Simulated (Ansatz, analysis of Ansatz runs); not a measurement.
## Substitutional N in diamond: charge-transition level, PBE

Subject: substitutional N in diamond. Wanted: its charge-transition level, in one set-up (PBE, 32-site cell, PBE lattice, 420 eV, k: the zone centre alone, started with the impurity moved along one bond). The model is a cell of 32 host atoms with 1 C taken out and 1 N put in. The level is the Fermi energy at which two charge states have equal formation energy, after a correction for the images of the charge.

**The experiment.** (+1/0) level below the conduction-band bottom: 1.7 eV (quoted in “Hunting the elusive shallow n-type donor – An ab initio study of Li and N co-doped diamond”, 2021, S. Conejeros et al., quoting earlier work (1969)). The calculation is set beside it at the end.

Method: plane-wave PAW DFT, PBE; relaxation of all atoms of a defect supercell, in Ansatz 0.2.0.

## Step 1: Set-up

The cell holds 32 atoms: 31 C and 1 N. Its edges and angles: a = 6.186 Å, b = 6.186 Å, c = 6.186 Å, α = 109.5°, β = 109.5°, γ = 109.5°. It derives from C (space group Fd-3m). Nearest the centre at fractional (0.500, 0.500, 0.500): N11 at 0.30 Å, C27 at 1.55 Å, C32 at 1.55 Å, C23 at 1.55 Å, C26 at 1.55 Å, C2 at 2.53 Å, C6 at 2.53 Å, C4 at 2.53 Å. The cell carries charge +1.

The host's primitive cell comes from a first run (plane-wave PAW DFT, PBE; relaxation of the host's cell and atoms): vectors of 2.525, 2.525 and 2.525 Å. That is 5.69 Å³ an atom, 0.4 % over the diffraction cell's volume. The supercell is built on it.

## Step 2: Relaxation, charge +1

Every later number rests on the structure around the defect, so the atoms are relaxed at the host's lattice first.

Input file relax0/input.yaml:

```yaml
relax:
  f_tol: 0.02
  max_steps: 80
  random_displacement: { amplitude: 0.02, seed: 341 }
crystal:
  lattice:
    - [-3.57158176, 3.57158176, 3.57158176]
    - [3.57158176, -3.57158176, 3.57158176]
    - [3.57158176, 3.57158176, -3.57158176]
  atoms:
    - { symbol: C, position: [0.0, 0.0, 0.5] }
    - { symbol: C, position: [0.0, 0.25, 0.25] }
    - { symbol: C, position: [0.0, 0.5, 0.0] }
    - { symbol: C, position: [0.0, 0.75, 0.75] }
    - { symbol: C, position: [0.25, 0.0, 0.25] }
    - { symbol: C, position: [0.25, 0.25, 0.0] }
    - { symbol: C, position: [0.25, 0.5, 0.75] }
    - { symbol: C, position: [0.25, 0.75, 0.5] }
    - { symbol: C, position: [0.5, 0.0, 0.0] }
    - { symbol: C, position: [0.5, 0.25, 0.75] }
    - { symbol: "N", position: [0.45150608, 0.45150608, 0.45150608] }
    - { symbol: C, position: [0.5, 0.75, 0.25] }
    - { symbol: C, position: [0.75, 0.0, 0.75] }
    - { symbol: C, position: [0.75, 0.25, 0.5] }
    - { symbol: C, position: [0.75, 0.5, 0.25] }
    - { symbol: C, position: [0.75, 0.75, 0.0] }
    - { symbol: C, position: [0.0, 0.0, 0.25] }
    - { symbol: C, position: [0.0, 0.25, 0.0] }
    - { symbol: C, position: [0.0, 0.5, 0.75] }
    - { symbol: C, position: [0.0, 0.75, 0.5] }
    - { symbol: C, position: [0.25, 0.0, 0.0] }
    - { symbol: C, position: [0.25, 0.25, 0.75] }
    - { symbol: C, position: [0.25, 0.5, 0.5] }
    - { symbol: C, position: [0.25, 0.75, 0.25] }
    - { symbol: C, position: [0.5, 0.0, 0.75] }
    - { symbol: C, position: [0.5, 0.25, 0.5] }
    - { symbol: C, position: [0.5, 0.5, 0.25] }
    - { symbol: C, position: [0.5, 0.75, 0.0] }
    - { symbol: C, position: [0.75, 0.0, 0.5] }
    - { symbol: C, position: [0.75, 0.25, 0.25] }
    - { symbol: C, position: [0.75, 0.5, 0.0] }
    - { symbol: C, position: [0.75, 0.75, 0.75] }
  host:
    repeats: [1, 1, 1]
    atoms:
      - { symbol: C, position: [0.0, 0.0, 0.5] }
      - { symbol: C, position: [0.0, 0.25, 0.25] }
      # ... 30 more atoms of the perfect host
total_charge: 1
basis:
  ecutwfc: 420
  xc_grid: 2
hamiltonian:
  xc: pbe
kpoints:
  mp_grid: { grid: [1, 1, 1] }
scf:
  occupations: { method: fermi_dirac, width: 0.01 }
  max_iter: 60
output:
  forces: true
  charged_corrections:
    epsilon: 5.85
    static_epsilon: 5.85
    defect_position: [0.5, 0.5, 0.5]
  eigenvalues: true
checkpoint:
  write: "../relax0.run"
  compress: false
  write_wavefunctions: true
  write_every: 100000
```

The run is started by

```bash
ansatz run input.yaml --threads 2 --pin off --max-ram 3768MiB --backend cpu --events-out ev --progress --plain --runs-dir out
```

Numbers of over 12 decimals in the logs are rounded to 6 here.

The program printed:

```text
[... repeated set-up lines and file paths are left out, and long positions are rounded to six places ...]
Engine: ansatz 0.2.0, aarch64-unknown-linux-gnu
Pseudopotentials: kind: paw
Pseudopotential: C, paw, valence charge 4, recommended cutoff 420 eV (normal), C.paw.azcp
Pseudopotential: N, paw, valence charge 5, recommended cutoff 420 eV (normal), N.paw.azcp
Functional definition: PBE
  parameter kappa = 0.804
  parameter beta = 0.066725
  exchange = pbe_x(kappa = kappa, mu = beta*pi^2/3)
  correlation = pbe_c(beta = beta)
Crystal: 32 atoms, lattice volume = 182.239 Å³
Basis set: ecut = 420 eV, 3559 PW (Γ), exchange–correlation on 90×90×90 points (8 copies of the dense FFT grid, shifted against one another)
Bands: 96, of which v1, the nominal top of the filled ones, is band 64 counted from 1 (63 counted from 0)
Symmetry: 1 space group operations
k-points: 1
Non-local potential: C, projectors of the file, l = 0: 2, l = 1: 2, l = 2: 1
Non-local potential: N, projectors of the file, l = 0: 2, l = 1: 2, l = 2: 1
PAW form: soft (Blöchl's): semilocal exchange-correlation on the pseudo side does not see the compensation charge
PAW one-centre angular grid: C, 110 points (default); XC on 64 Gauss nodes
PAW one-centre angular grid: N, 110 points (default); XC on 64 Gauss nodes
Initial density: superposition of atomic densities (neutral atoms scaled as one to the charged cell's electrons: chi_scale 0, normalization atom), corrected by the library's trained network
Initial wavefunctions: pseudopotential atomic-orbital guess
Functional: x = pbe(κ = 0.804, μ = 0.219515), c = pbe(β = 0.066725)
SCF iter   1: F=—  HF=-8164.995556 eV  |F-HF|=—  |Δ(HF+E_count)|=         —  Δρ=1.48e-2  dr2=3.86e-1  ethr=1.77e-3  ⟨swp⟩=6.0  Hψ=371  notcnv=0  defer=22
preconditioner: auto → Resta (q_TF=auto, 2.572 Å⁻¹)  ε∞=4.5  [insulator: Δε(μ)=2.120 eV  Ē_g=16.652 eV  σ=0.010 eV  W_gap=1.00  n_scr=54 (ndim 8)  ℏωp=31.1 eV  f_vac=0.000  D(μ)=0.00/eV (n_scr^D=0)  ε∞_Penn≈4.5]
SCF iter   2: F=—  HF=-8164.913873 eV  |F-HF|=—  |Δ(HF+E_count)|=   8.17e-2  Δρ=7.00e-3  dr2=9.64e-2  ethr=3.01e-4  ⟨swp⟩=2.0  Hψ=120  notcnv=0  defer=23
SCF iter   3: F=—  HF=-8164.886517 eV  |F-HF|=—  |Δ(HF+E_count)|=   2.74e-2  Δρ=1.12e-3  dr2=1.53e-3  ethr=7.53e-5  ⟨swp⟩=2.0  Hψ=127  notcnv=0  defer=23
SCF iter   4: F=—  HF=-8164.886416 eV  |F-HF|=—  |Δ(HF+E_count)|=   1.00e-4  Δρ=1.64e-4  dr2=4.02e-5  ethr=1.19e-6  ⟨swp⟩=2.0  Hψ=146  notcnv=0  defer=23
iter 5 did not close the SCF: its close was put off for the readings that it lacked (scf_convergence_deferred on its scf_iter line)
SCF iter   5: F=-8164.886430 eV  HF=-8164.886429 eV  |F-HF|=7.82e-7  |Δ(HF+E_count)|=   1.29e-5  Δρ=3.43e-5  dr2=1.31e-6  ethr=3.14e-8  ⟨swp⟩=2.0  Hψ=118  notcnv=0  defer=23
SCF iter   6: F=-8164.886431 eV  HF=-8164.886431 eV  |F-HF|=2.16e-8  |Δ(HF+E_count)|=   1.11e-6  Δρ=4.72e-6  dr2=2.00e-8  ethr=1.02e-9  ⟨swp⟩=9.0  Hψ=453  notcnv=0
SCF 1 converged in 6 iterations: F = -8164.886431 eV  dr2 = 2.00e-8
  greatest PAW one-centre occupation: 0.778 electrons in one spin orbital (limit 2), on the N atom at site 10 (counted from 0), in its partial waves of l = 0
relax step   1: F+E_penalty+E_count = -8164.88643056 eV  Δ(F+E_penalty+E_count) = +0.000e0 eV  max|allowed force component| = 5.639e0 eV/Å  Δτ_max = 0.0000 Å  (6 SCF iters, dr2 threshold 1.00e-5 eV, accepted)
[... the SCF cycles and remarks between the steps are left out from here to the last step ...]
relax step   2: F+E_penalty+E_count = -8166.39646462 eV  Δ(F+E_penalty+E_count) = -1.510e0 eV  max|allowed force component| = 2.022e0 eV/Å  Δτ_max = 0.1955 Å  (6 SCF iters, dr2 threshold 1.00e-4 eV, accepted)
relax step   3: F+E_penalty+E_count = -8166.59787369 eV  Δ(F+E_penalty+E_count) = -2.014e-1 eV  max|allowed force component| = 5.910e-1 eV/Å  Δτ_max = 0.1016 Å  (5 SCF iters, dr2 threshold 1.00e-4 eV, accepted)
relax step   4: F+E_penalty+E_count = -8166.68348037 eV  Δ(F+E_penalty+E_count) = -8.561e-2 eV  max|allowed force component| = 6.162e-2 eV/Å  Δτ_max = 0.0345 Å  (5 SCF iters, dr2 threshold 2.98e-5 eV, accepted)
SCF iter   1: F=—  HF=-8166.684524 eV  |F-HF|=—  |Δ(HF+E_count)|=         —  Δρ=4.96e-4  dr2=2.67e-4  ethr=2.69e-6  ⟨swp⟩=5.0  Hψ=239  notcnv=0  defer=23
SCF iter   2: F=—  HF=-8166.684475 eV  |F-HF|=—  |Δ(HF+E_count)|=   4.97e-5  Δρ=2.27e-4  dr2=3.70e-5  ethr=2.09e-7  ⟨swp⟩=2.0  Hψ=123  notcnv=0  defer=23
SCF iter   3: F=—  HF=-8166.684452 eV  |F-HF|=—  |Δ(HF+E_count)|=   2.26e-5  Δρ=5.59e-5  dr2=2.67e-6  ethr=2.89e-8  ⟨swp⟩=2.0  Hψ=118  notcnv=0  defer=23
SCF iter   4: F=—  HF=-8166.684452 eV  |F-HF|=—  |Δ(HF+E_count)|=   5.12e-8  Δρ=1.55e-5  dr2=2.43e-7  ethr=2.09e-9  ⟨swp⟩=2.0  Hψ=137  notcnv=0  defer=23
SCF iter   5: F=-8166.684452 eV  HF=-8166.684452 eV  |F-HF|=2.77e-9  |Δ(HF+E_count)|=   3.61e-9  Δρ=3.38e-6  dr2=2.24e-8  ethr=7.81e-11  ⟨swp⟩=13.0  Hψ=505  notcnv=0
SCF 5 converged in 5 iterations: F = -8166.684452 eV  dr2 = 2.24e-8
relax step   5: F+E_penalty+E_count = -8166.68445189 eV  Δ(F+E_penalty+E_count) = -9.715e-4 eV  max|allowed force component| = 6.741e-3 eV/Å  Δτ_max = 0.0019 Å  (5 SCF iters, accepted)
SCF converged after 5 iterations
Free energy (F): -8166.684452 eV
Harris-Foulkes:  -8166.684452 eV  (|F-HF|=2.77e-9)
Internal energy: -8166.684452 eV  (E = F + TS)
E sigma→0 (E₀):  -8166.684452 eV
Fermi energy:    15.040697 eV
--- Per-component energies (eV) ---
  E_band       = 543.476340
  E_kinetic    = 2974.580397
  E_local      = -2054.779571  (includes V_loc(G=0)·N_el)
  E_nonlocal   = 864.575213
  E_hartree    = 457.797745
  E_xc         = -1554.729490
  E_vxc        = -1930.990755  (∫ρ·V_xc dr)
  E_paw        = -3202.955861  (= ΣΔE_a)
  E_vpaw       = -225.505339  (= ΣTr[D̂ρ^β])
  E_aug_tail   = 0.000372  (compensation charges beyond the density's cutoff)
  E_ewald      = -5651.173256
  E_smearing   = -0.000000  (= −TS)
  E_closure    = -0.000000  (closes the sum)
  E_deformation_potential = 21.408379  (in the stress; not in F)
  Σ components = -8166.684452   (vs F -8166.684452, Δ=0.00e0)
--- Forces (eV/Å), atoms counted from 1 ---
  atom   1  C     -0.00008247     0.00001068     0.00036096
  atom   2  C     -0.00025948    -0.00263729    -0.00254589
  atom   3  C     -0.00014217     0.00035777    -0.00004034
  atom   4  C      0.00065361     0.00200320     0.00206285
  atom   5  C     -0.00252840    -0.00017607    -0.00262112
  atom   6  C     -0.00265896    -0.00262709    -0.00016926
  atom   7  C      0.00275056    -0.00006668    -0.00293853
  atom   8  C      0.00263655    -0.00287602    -0.00006963
  atom   9  C      0.00014462    -0.00011422    -0.00000560
  atom  10  C     -0.00023837     0.00260174    -0.00308531
  atom  11  N     -0.00108420    -0.00130557    -0.00103460
  atom  12  C     -0.00005851    -0.00299312     0.00261295
  atom  13  C      0.00215003     0.00056729     0.00203336
  atom  14  C     -0.00288494     0.00263352    -0.00007288
  atom  15  C     -0.00289634    -0.00004126     0.00264630
  atom  16  C      0.00221608     0.00206005     0.00062188
  atom  17  C     -0.00200599    -0.00187569     0.00617408
  atom  18  C     -0.00195696     0.00602126    -0.00201759
  atom  19  C     -0.00188887    -0.00661907     0.00221636
  atom  20  C     -0.00196951     0.00210923    -0.00672088
  atom  21  C      0.00602178    -0.00189456    -0.00216450
  atom  22  C      0.00232961     0.00213130     0.00644560
  atom  23  C      0.00071771     0.00102858     0.00069084
  atom  24  C      0.00226377     0.00614355     0.00232280
  atom  25  C     -0.00666428    -0.00183298     0.00220512
  atom  26  C      0.00092840     0.00076677     0.00082919
  atom  27  C      0.00091301     0.00096005     0.00086710
  atom  28  C     -0.00666316     0.00199478    -0.00206381
  atom  29  C      0.00203072    -0.00181619    -0.00674080
  atom  30  C      0.00629968     0.00216784     0.00223764
  atom  31  C      0.00199339    -0.00662882    -0.00201820
  atom  32  C     -0.00005706    -0.00004395    -0.00001134
  max |Σ_I F_I| component: 9.85e-6 eV/Å
--- Charged-cell corrections in eV (Makov–Payne, q = +1.000 e, ε = 5.850) ---
  F (periodic)     = -8166.684452  (uncorrected; the corrections below are reported, never added to it)
  E_corr1          = +0.627026  (monopole, q²α_M/2εL)
  F Makov-Payne    = -8166.057426  (F + E_corr1; no measured alignment; for a localised charge, not one spread in a band: unchecked)
  no potential alignment in this run, which stands beside a crystal: run the host's input off ansatz write-host-input, and read the two finished runs by ansatz place-levels (neither reads a slab, a wire or a sheet, whose cell leaves a vacuum)
--- Band table (eV) ---
  k-point 0: bands = ["-8.7370", "-6.3005", "-3.9087", "-3.9087", [... 88 left out ...] "23.3372", "23.3886", "23.3886", "23.3887"]
--- Relaxed structure (5 steps of the walk, 5 accepted, 0 SCFs on fresh bases) ---
  F+E_penalty+E_count = -8166.68445189 eV   max|allowed force component| = 6.741e-3 eV/Å
  atoms:
    - { symbol: C, position: [-0.000935, -0.000851, 0.498378] }
    - { symbol: C, position: [-0.000375, 0.248489, 0.247717] }
    - { symbol: C, position: [-0.000935, 0.499150, -0.001622] }
    - { symbol: C, position: [-0.001490, 0.747929, 0.747158] }
    - { symbol: C, position: [0.248405, -0.000291, 0.247717] }
    - { symbol: C, position: [0.248405, 0.248489, -0.001063] }
    - { symbol: C, position: [0.250286, 0.499149, 0.749036] }
    - { symbol: C, position: [0.250286, 0.749808, 0.498377] }
    - { symbol: C, position: [0.499066, -0.000850, -0.001622] }
    - { symbol: C, position: [0.499066, 0.250371, 0.749037] }
    - { symbol: N, position: [0.499073, 0.499156, 0.498385] }
    - { symbol: C, position: [0.499066, 0.749808, 0.249598] }
    - { symbol: C, position: [0.747846, -0.001407, 0.747157] }
    - { symbol: C, position: [0.749724, 0.250370, 0.498377] }
    - { symbol: C, position: [0.749724, 0.499149, 0.249598] }
    - { symbol: C, position: [0.747846, 0.747929, -0.002179] }
    - { symbol: C, position: [-0.000941, -0.000857, 0.248147] }
    - { symbol: C, position: [-0.000940, 0.248919, -0.001628] }
    - { symbol: C, position: [-0.000928, 0.499148, 0.748153] }
    - { symbol: C, position: [-0.000928, 0.748925, 0.498377] }
    - { symbol: C, position: [0.248836, -0.000856, -0.001628] }
    - { symbol: C, position: [0.249290, 0.249373, 0.748607] }
    - { symbol: C, position: [0.247048, 0.499146, 0.498373] }
    - { symbol: C, position: [0.249290, 0.749378, 0.248602] }
    - { symbol: C, position: [0.499064, -0.000844, 0.748153] }
    - { symbol: C, position: [0.499061, 0.247131, 0.498373] }
    - { symbol: C, position: [0.499061, 0.499145, 0.246359] }
    - { symbol: C, position: [0.499065, 0.748925, -0.001616] }
    - { symbol: C, position: [0.748841, -0.000843, 0.498377] }
    - { symbol: C, position: [0.749295, 0.249374, 0.248603] }
    - { symbol: C, position: [0.748842, 0.499150, -0.001615] }
    - { symbol: C, position: [0.751083, 0.751166, 0.750395] }
```

The job ended after 6.4 s (2 threads of Arm Neoverse V2, shared host; peak memory 0.34 GiB).

The run converged, but on settings that a careful run would not use, so its numbers are not the defect's.

## Step 3: Relaxation, charge 0

relax1/input.yaml, as its differences from relax0/input.yaml of step 2:

```diff
@@ -48,3 +48,2 @@
       # ... 30 more atoms of the perfect host
-total_charge: 1
 basis:
@@ -56,2 +55,6 @@
   mp_grid: { grid: [1, 1, 1] }
+magnetization:
+  spin_polarized: true
+  initial_magnetization: 1
+  spin_locking: { lock_magnetization: hard }
 scf:
@@ -67,3 +70,3 @@
 checkpoint:
-  write: "../relax0.run"
+  write: "../relax1.run"
   compress: false
```

The program printed:

```text
[...]
Crystal: 32 atoms, lattice volume = 182.239 Å³
Basis set: ecut = 420 eV, 3559 PW (Γ), exchange–correlation on 90×90×90 points (8 copies of the dense FFT grid, shifted against one another)
Bands: 97, of which v1, the nominal top of the filled ones, is band 65 counted from 1 (64 counted from 0)
[... 1 set-up line as in the run before ...]
k-points: 1
[...]
Starting moments: Σ|m| = 1 μB on 32 of 32 sites
[...]
SCF iter   1: F=—  HF=-8158.540959 eV  |F-HF|=—  |Δ(HF+E_count)|=         —  Δρ=7.41e-2 (↑7.21e-2 ↓7.41e-2)  dr2=3.02e1  dr2_m=1.62e-1  M=1.000 μB ∫|m|=1.001 μB  β_m=0.30  ethr=3.10e-3  ⟨swp⟩=6.0  Hψ=754  notcnv=0  defer=34
[...]
spin=Collinear: Resta preconditioning applied to the charge; magnetization (m = ρ↑ − ρ↓) channel mixes plain (no charge-response kernel on spin).
[...]
max |Σ_I F_I| component: 2.83e-6 eV/Å
--- Band table (eV) ---
[...]
--- Relaxed structure (6 steps of the walk, 6 accepted, 0 SCFs on fresh bases) ---
  F+E_penalty+E_count = -8150.46241997 eV   max|allowed force component| = 8.324e-3 eV/Å
  atoms:
    - { symbol: C, position: [-0.000937, -0.000854, 0.499586] }
    - { symbol: C, position: [-0.004959, 0.248173, 0.247402] }
    - { symbol: C, position: [-0.000937, 0.500357, -0.001625] }
    - { symbol: C, position: [0.003597, 0.753378, 0.752607] }
    - { symbol: C, position: [0.248087, -0.004880, 0.247401] }
    - { symbol: C, position: [0.248087, 0.248172, -0.005652] }
    - { symbol: C, position: [0.250697, 0.498516, 0.746897] }
    - { symbol: C, position: [0.250697, 0.747669, 0.497743] }
[...]
- { symbol: N, position: [0.465877, 0.465958, 0.465187] }
[...]
- { symbol: C, position: [0.748125, -0.001390, 0.499539] }
    - { symbol: C, position: [0.748665, 0.249221, 0.248449] }
    - { symbol: C, position: [0.748124, 0.500309, -0.002160] }
    - { symbol: C, position: [0.791083, 0.791169, 0.790397] }
[key lines of the parts left out:]
SCF converged after 6 iterations
Magnetization: 1.0000 μB (65.0000 up, 64.0000 down)
Free energy (F): -8150.462420 eV
Fermi energy:    15.772745 (↑ 16.405920, ↓ 14.902182) eV
```

The job ended after 15 s (2 threads; peak memory 0.39 GiB).

The run converged, but on settings that a careful run would not use, so its numbers are not the defect's.

## Step 4: Charge-transition levels

A charged cell feels its images and has its own zero of potential; this step corrects both and places the level between the host's band edges.

This step: place-levels on PBE runs: charge-transition levels with image-charge correction and potential alignment at the atomic sites.

Input file levels.yaml:

```yaml
host:
  run: host.relax.run
  levels_from: { run: edges.run }
states: [relax0.run, relax1.run]
```

The run is started by

```bash
ansatz place-levels levels.yaml -- --threads 2 --pin off --max-ram 3768MiB
```

The program printed:

```text
(+1/0) 2.387 eV above the valence edge, 1.740 eV under the conduction edge
  edges by pbe of host.levels_from (edges.run), its mesh sampled to repeats of 27.78 Å (the valence edge -0.063 eV and the conduction edge -0.661 eV from those of the host's own run), gap 4.127 eV; the host is sampled to repeats of 6.19 Å
  the defect's cells are sampled to repeats of 6.19 Å, like sampling
  charge +1: -8166.0926 eV with its correction of +0.592 eV, at epsilon 5.85, aligned at sites: -0.0352 eV, mean over 3 atomic sites at or beyond 3.09 Å from the defect at [0.5000, 0.5000, 0.5000], with +0.000000 for the charge's moments and without [...]
  charge 0: +0.000 eV for its dipole among its images, +0.000 omitted
  of states[0] (relax0.run): how wide its charge is, is not read beside other atoms or cores, and a band state would take no correction. [...]
  of states[1] (relax1.run): its only k-point is the zone centre, where a defect's energies can be off by tenths of an eV or more: see "From the zone centre to a mesh" in the quickstart; [...]
```

It took 0.09 s on 2 threads.

What was changed: . The numbers above are not the defect's.

## Step 5: Outcome

This set-up is not sound: the zone centre alone in a small cell. For the record: (+1/0) level below the conduction-band bottom: computed 1.74 eV, measured 1.7 eV; 0.04 eV deeper than the measurement.

[Logs are printed without paths, hosts, clocks, repeated set-up lines and the standing remarks that a program may print on its own settings, such as how far it seeks lower states.]

[Hosts, paths, dates, database ids (printed as entryN), source tags and the programs' standing remarks are cut or masked in the printed files.]

[For some hosts the program warned that the k-mesh of the response run may be too coarse for force constants and the static dielectric constant; such warnings are not shown here.]
